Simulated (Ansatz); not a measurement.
# NiTe2 monolayer (2H): relaxing the cell for a phonon run, part 2 of 2

Wanted: the relaxed cell of NiTe2 monolayer (2H).

Ansatz 0.2.0; DFT PBEsol, scalar-relativistic, plane waves, PAW; PAW set soft_1.

So far. Step 2 (Probe on a coarse mesh): The coarse mesh shows no gap.

**5. Relaxing to small forces for the phonons**

Phonons need a cell at rest on their own settings, so the relaxation is repeated with tight tolerances on forces and stress, using the mesh and the filling of the phonon run that follows.

input.yaml

```yaml
crystal:
  lattice:
    - [3.613816342, 0.0, 0.0]
    - [-1.806908171, 3.1296567568, 0.0]
    - [0.0, 0.0, 31.0]
  atoms:
    - { symbol: Ni, position: [0.3333333333, 0.6666666667, 0.3225806452] }
    - { symbol: Te, position: [0.6666666667, 0.3333333333, 0.3701754575] }
    - { symbol: Te, position: [0.6666666667, 0.3333333333, 0.2749858328] }
  periodic: [true, true, false]
kpoints:
  mp_grid: { grid: [18, 18, 1] }
hamiltonian:
  xc: pbesol
  pseudopotentials: { kind: paw, azcp: { folder: soft_1 }, xc_functional: pbe }
scf:
  occupations: { method: methfessel_paxton, width: 0.2 }
output:
  forces: true
  stress: true
  eigenvalues: true
  write_density: true
  write_potential: true
  elf: true
  volumetric_format: npy
relax:
  adjacent_minimum: "off"
  f_tol: 0.001
  max_steps: 60
  cell: { stress_2d_tol: 0.002 }
```

The run is started by

```
$ ansatz run input.yaml --threads 4 --pin off --max-ram 16384MiB --backend cpu --events-out ev --progress --plain --runs-dir out
```

Numbers of over 12 decimals in the logs are rounded to 6 here.

The program printed:

```text
[...]
Crystal: 3 atoms, lattice volume = 350.610 Å³
Basis set: ecut = 420 eV, 6727 PW (Γ), exchange–correlation on 50×50×432 points (8 copies of the dense FFT grid, shifted against one another)
Bands: 30, of which v1, the nominal top of the filled ones, is band 25 counted from 1 (24 counted from 0)
Symmetry: 12 space group operations
[...]
° read free of the cell's end (the report's vacuum.weakly_bound_levels)
--- Relaxed structure (4 steps of the walk, 4 accepted, 1 SCFs on fresh bases) ---
[...]
cell:  # Å, volume = 353.1219 Å³
    - [3.626738, 0, 0.0]
    - [-1.813369, 3.140847, 0.0]
    - [0.0, 0.0, 31.0]
  atoms:
    - { symbol: Ni, position: [0.333333, 0.666667, 0.322581] }
    - { symbol: Te, position: [0.666667, 0.333333, 0.369889] }
    - { symbol: Te, position: [0.666667, 0.333333, 0.275272] }
[key lines of the parts left out:]
SCF converged after 10 iterations
Free energy (F): -19608.316319 eV
Fermi energy:    -4.048566 eV
P = ½ c Tr σ = 0.0006 N/m
```

The job ended after 79 s (4 threads of Arm Neoverse V1, shared host; peak memory 0.85 GiB).

Relaxation path:

| step | energy less that of the first step (eV) | largest force component (eV/Å) | volume (Å³) |
| --- | --- | --- | --- |
| 1 | 0.0000 | 0.0122 | 350.61 |
| 2 | -0.0002 | 0.0017 | 351.59 |
| 3 | -0.0002 | 0.0004 | 353.19 |
| 4 | -0.0002 | 0.0002 | 353.12 |
| 5* | -0.0004 | 0.0001 | 353.12 |

Relaxation steps marked * repeat the geometry before them on a plane-wave basis chosen anew for their cell, so energy and pressure can jump there.

The run keeps the 12 symmetry operations that it works with, so distortions that break them were not tested.

| cell as run | before | after | change |
| --- | --- | --- | --- |
| a (Å) | 3.614 | 3.627 | +0.4 % |
| b (Å) | 3.614 | 3.627 | +0.4 % |

The relaxed structure:

```xyz
3
Lattice="3.6267 0.0000 0.0000 -1.8134 3.1408 0.0000 0.0000 0.0000 31.0000" Properties=species:S:1:pos:R:3
Ni    0.0000    2.0939   10.0000
Te    1.8134    1.0469   11.4666
Te    1.8134    1.0469    8.5334
```

This step gave:

```yaml
area_per_atom: 3.797 Å²
```

Electrostatic potential energy in the ac plane at fractional y = 0.333, with atoms of Te within 0.2 Å of it. With pseudopotentials it is smooth inside the atoms' cores, unlike the true potential.

Ten even steps from '0' (-27 eV) to '9' (0 eV), each cell a mean:
```
99999999999999
99999999999999
99999999999999
99999999999999
99999999999999
99999999999999
99999999999999
99999999999999
99999999999999
99999999999999
99999999999999
99999999999999
99999999999999
99999999999999
89998742344235
78888621344224
88888764333457
78998500465103
99999998777889
99999999999999
99999999999999
99999999999999
99999999999999
99999999999999
```
Columns run along a (3.6 Å; values clipped at the 3rd and 97th percentile), rows up along c (31.0 Å). Atoms in or near the plane, at fractional coordinates: Te at (0.67, 0.37), Te at (0.67, 0.28).

ELF in the ac plane at fractional y = 0.333, with atoms of Te within 0.2 Å of it. It is the smooth field of the valence electrons, not physical close to the nuclei.

Values, 24 rows by 14 columns, each cell a mean:
```
0.00 0.00 0.00 0.00 0.00 0.00 0.00 0.00 0.00 0.00 0.00 0.00 0.00 0.00
0.00 0.00 0.00 0.00 0.00 0.00 0.00 0.00 0.00 0.00 0.00 0.00 0.00 0.00
0.00 0.00 0.00 0.00 0.00 0.00 0.00 0.00 0.00 0.00 0.00 0.00 0.00 0.00
0.00 0.00 0.00 0.00 0.00 0.00 0.00 0.00 0.00 0.00 0.00 0.00 0.00 0.00
0.00 0.00 0.00 0.00 0.00 0.00 0.00 0.00 0.00 0.00 0.00 0.00 0.00 0.00
0.00 0.00 0.00 0.00 0.00 0.00 0.00 0.00 0.00 0.00 0.00 0.00 0.00 0.00
0.00 0.00 0.00 0.00 0.00 0.00 0.00 0.00 0.00 0.00 0.00 0.00 0.00 0.00
0.00 0.00 0.00 0.00 0.00 0.00 0.00 0.00 0.00 0.00 0.00 0.00 0.00 0.00
0.00 0.00 0.00 0.00 0.00 0.00 0.00 0.00 0.00 0.00 0.00 0.00 0.00 0.00
0.00 0.00 0.00 0.00 0.00 0.00 0.00 0.00 0.00 0.00 0.00 0.00 0.00 0.00
0.00 0.00 0.00 0.00 0.00 0.00 0.00 0.00 0.00 0.00 0.00 0.00 0.00 0.00
0.00 0.00 0.00 0.00 0.00 0.00 0.00 0.00 0.00 0.00 0.00 0.00 0.00 0.00
0.01 0.00 0.00 0.00 0.00 0.01 0.02 0.03 0.04 0.04 0.04 0.03 0.02 0.01
0.13 0.05 0.02 0.03 0.09 0.22 0.37 0.47 0.53 0.55 0.55 0.50 0.41 0.29
0.51 0.28 0.14 0.20 0.42 0.60 0.60 0.52 0.42 0.38 0.39 0.48 0.58 0.62
0.45 0.32 0.24 0.28 0.40 0.48 0.44 0.34 0.23 0.20 0.21 0.29 0.41 0.48
0.32 0.24 0.20 0.22 0.29 0.37 0.41 0.39 0.35 0.33 0.33 0.38 0.41 0.40
0.55 0.36 0.21 0.28 0.49 0.57 0.49 0.34 0.19 0.14 0.16 0.28 0.44 0.55
0.27 0.11 0.05 0.07 0.20 0.41 0.58 0.65 0.68 0.69 0.69 0.67 0.62 0.50
0.02 0.01 0.01 0.01 0.01 0.03 0.07 0.11 0.14 0.15 0.14 0.12 0.08 0.05
0.00 0.00 0.00 0.00 0.00 0.00 0.00 0.00 0.00 0.00 0.00 0.00 0.00 0.00
0.00 0.00 0.00 0.00 0.00 0.00 0.00 0.00 0.00 0.00 0.00 0.00 0.00 0.00
0.00 0.00 0.00 0.00 0.00 0.00 0.00 0.00 0.00 0.00 0.00 0.00 0.00 0.00
0.00 0.00 0.00 0.00 0.00 0.00 0.00 0.00 0.00 0.00 0.00 0.00 0.00 0.00
```
Columns run along a (3.6 Å), rows up along c (31.0 Å). Atoms in or near the plane, at fractional coordinates: Te at (0.67, 0.37), Te at (0.67, 0.28).

Valence density in the ac plane at fractional y = 0.333, with atoms of Te within 0.2 Å of it. It is the smooth field of the valence electrons, not physical close to the nuclei.

Ten steps, logarithmic in the rise over the least value, from '_' (0 e/Å³) to '@' (10 e/Å³), each cell a mean:
```
____________________________
____________________________
____________________________
____________________________
____________________________
____________________________
____________________________
____________________________
____________________________
____________________________
____________________________
____________________________
____________________________
____________________________
::........::==++##%%%%**==--
::::::::::--==**%%@@%%##++--
::::::::::::--==++**++==----
::::....::--==##@@@@@@%%++--
____________....::::::::....
____________________________
____________________________
____________________________
____________________________
____________________________
```
Columns run along a (3.6 Å), rows up along c (31.0 Å). Atoms in or near the plane, at fractional coordinates: Te at (0.67, 0.37), Te at (0.67, 0.28).

The largest force component left is 0.11 meV/Å, within the tolerances set.

**6. Outcome**

```
space group after relaxation (within 0.01 Å) : P-6m2
lattice constant a                           : 3.627 Å
lattice constant b                           : 3.627 Å
area per atom                                : 3.80 Å²
```

**Reading.** The largest force component left is 0.11 meV/Å, within the tolerances set. The relaxation keeps the symmetry of its start, so it says nothing on stability against lower symmetry. The runs are without spin polarisation, although Ni often carries a moment. Spin-orbit coupling is left out, which can matter for the heavy elements here. The PAW files were made for PBE and serve the other functionals too. The starting cell was built on a prototype and not taken from a measurement.

[Logs are printed without paths, hosts, clocks, repeated set-up lines and the standing remarks that a program may print on its own settings, such as how far it seeks lower states.]

[Hosts, paths, dates, database ids (printed as entryN), source tags and the programs' standing remarks are cut or masked in the printed files.]
